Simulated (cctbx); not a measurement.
# Lattice, Laue class and space group of a new crystal

Cell: a = 8.5150 Å, b = 5.2330 Å, c = 9.7240 Å, α = 90.00°, β = 90.00°, γ = 90.00°. Expected content of the cell: Rb4 Ti4 Si4.

The data are simulated with cctbx, not measured: Cu Kα, λ = 1.54184 Å, to d = 0.83 Å, 80 % of the full sphere, strongest reflection 40000 counts, noise from counting, a 3 % proportional error and a noise floor of 4 counts (s.d.); no absorption.

A first pass over the reflections prints:

```text
2556 reflections to d = 0.831 A
centring   violations  <I/sigma> of those
    A       1069 of  1292     19.8
    B       1079 of  1260     19.5
    C       1132 of  1292     20.8
    I       1031 of  1256     19.5
    R       1477 of  1692     20.6
    F       1640 of  1922     20.0
Laue class    unique    Rint  (classes that these axes allow; Friedel mates merged)
P -1             1529   0.020
P 1 2/m 1         883   0.023
P 1 1 2/m         849   0.023
P 2/m 1 1         855   0.023
P m m m           504   0.025
space group    extra absences  I>4sigma  <I/sigma>
P 2 2 2                 0          0         -  acentric
P 2 2 21               11          0       0.2  acentric
P 21 2 2                6          0       0.3  acentric
P 2 21 2                5          0      -0.4  acentric
P 21 21 2              11          0      -0.0  acentric
P 2 21 21              16          0       0.0  acentric
P 21 2 21              17          0       0.2  acentric
P 21 21 21             22          0       0.1  acentric
P m m 2                 0          0         -  acentric
P 2 m m                 0          0         -  acentric
P m 2 m                 0          0         -  acentric
P 21 m a               82          0      -0.1  acentric
P m 2 a                82          0      -0.1  acentric
P n m 21              104          0       0.1  acentric
P n 21 m              104          0       0.1  acentric
P n 21 a              186          0       0.0  acentric
P m m m                 0          0         -  centric
P m m a                82          0      -0.1  centric
P n m m :1            104          0       0.1  centric
P n m m :2            104          0       0.1  centric
P n m a               186          0       0.0  centric
Wilson B = 0.54 A^2   <|E^2-1|> = 0.841 (0.968 centric, 0.736 acentric)   E^2>4: 1.7 %
shell (A)         n   <I/sigma>
 9.72 - 1.66     72     39.1
 1.66 - 1.32     67     41.8
 1.32 - 1.15     65     42.9
 1.15 - 1.05     58     42.7
 1.05 - 0.97     63     42.2
 0.97 - 0.91     56     43.9
 0.91 - 0.87     59     42.2
 0.87 - 0.83     64     34.3
```

**Question.** What are the lattice type, the Laue class and the likely space group?

Every centring test has many violations, so the lattice is primitive.

Rint stays low (0.020 to 0.025) up to P m m m, the highest class in these axes.

21 settings pass the absence test. The most absences obeyed, 186, belong to P n 21 a and P n m a, which absences can't tell apart.

⟨|E²−1|⟩ = 0.841 lies between the two ideal values. The Wilson B of 0.54 Å² means U ≈ 0.0068 Å².

The true group is Pnma (no. 62), Laue class mmm, centrosymmetric. The tables only narrow the choice to the tied entries; cell content, site symmetry and trial solutions must settle it.

This is a model crystal, built by substitution and not relaxed, with assumed displacement parameters.

[Logs are printed without paths, hosts, clocks, repeated set-up lines and the standing remarks that a program may print on its own settings, such as how far it seeks lower states.]
